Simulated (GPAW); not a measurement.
Consider ZnNi (Pm-3m).

```xyz
2
Lattice="2.9083 0.0000 0.0000 0.0000 2.9083 0.0000 0.0000 0.0000 2.9083" Properties=species:S:1:pos:R:3 pbc="T T T"
Zn    1.4542    1.4542    1.4542
Ni    0.0000    0.0000    0.0000
```

Absorber: atom 2, with 8 Zn at 2.52 Å and 6 Ni at 2.91 Å (cube and octahedron, as in bcc, site symmetry m-3m). Method: GPAW, LDA, excited-electron core hole (neutral cell), 16-atom cell with 5.8 Å between holes, 5×5×5 k points, dipole transitions, Gaussian full width 1.44 eV up to 4 eV, rising linearly to 3.5 eV at 25 eV.

The database entry behind the starting cell is an old determination (1936), so it need not match the best structure at ambient conditions.

Question: Predict the near-edge structure at the Ni K edge.

Main maxima up to 30 eV above the zero (height): 1.2 eV (0.57), 16.2 eV (1.62) and 26.9 eV (0.94). A K edge sees empty p states, which here mix into the lowest empty bands, so that weight starts at the zero. The total-energy difference is 8311.52 eV. The tabulated edge of the element is 8333 eV. The functional leaves an error in such absolute values: in the free atom LDA prices this hole 17.6 eV below PBE (computed apart), and PBE is itself good to a few eV.

The Ni K spectrum (energy from the lowest empty level; intensity scaled to a mean of 1 over the first 20 eV):

```csv
E (eV),intensity
-2.0,0.00
-1.5,0.00
-1.0,0.03
-0.5,0.14
0.0,0.33
0.5,0.50
1.0,0.57
1.5,0.56
2.0,0.49
2.5,0.41
3.0,0.39
3.5,0.47
4.0,0.57
4.5,0.65
5.0,0.74
5.5,0.83
6.0,0.89
6.5,0.91
7.0,0.93
7.5,0.97
8.0,0.99
8.5,1.00
9.0,1.00
9.5,1.01
10.0,1.02
10.5,1.01
11.0,1.00
11.5,1.00
12.0,1.03
12.5,1.07
13.0,1.13
13.5,1.19
14.0,1.28
14.5,1.38
15.0,1.49
15.5,1.58
16.0,1.62
16.5,1.62
17.0,1.58
17.5,1.51
18.0,1.42
18.5,1.30
19.0,1.16
19.5,1.02
20.0,0.90
20.5,0.81
21.0,0.75
21.5,0.73
22.0,0.73
22.5,0.74
23.0,0.76
23.5,0.78
24.0,0.80
24.5,0.83
25.0,0.86
25.5,0.90
26.0,0.92
26.5,0.94
27.0,0.94
27.5,0.93
28.0,0.92
28.5,0.90
29.0,0.88
29.5,0.87
30.0,0.87
30.5,0.89
31.0,0.92
31.5,0.96
32.0,1.00
```

The hole lies in one spin channel, while the script sums the empty states of both and takes the lower zero; where the two channels are split, this blurs and shifts the curve. Quadrupole 1s→3d transitions, which feed the pre-edge, are not in the dipole spectrum. The starting moments shrank to 0.01 μB or less, so this is hardly a magnetic state. The holes are only 5.8 Å apart, so the shape is probably not converged with cell size; no larger cell was run here. The structure is a published determination, not relaxed.

[Banner, clock and machine lines of the logs are left out without a mark of their own.]

[Logs are printed without paths, hosts, clocks, repeated set-up lines and the standing remarks that a program may print on its own settings, such as how far it seeks lower states.]

[Hosts, paths, dates, database ids (printed as entryN), source tags and the programs' standing remarks are cut or masked in the printed files.]

[Lists of maxima count a maximum above −3 eV only where it reaches 4 % of the highest in the window and stands out from its surroundings by 2 % of it (1.5 % where it reaches 55 %); shoulders and weaker maxima are passed over, and of the rest the first, up to two pre-edge ones and the few strongest are named.]
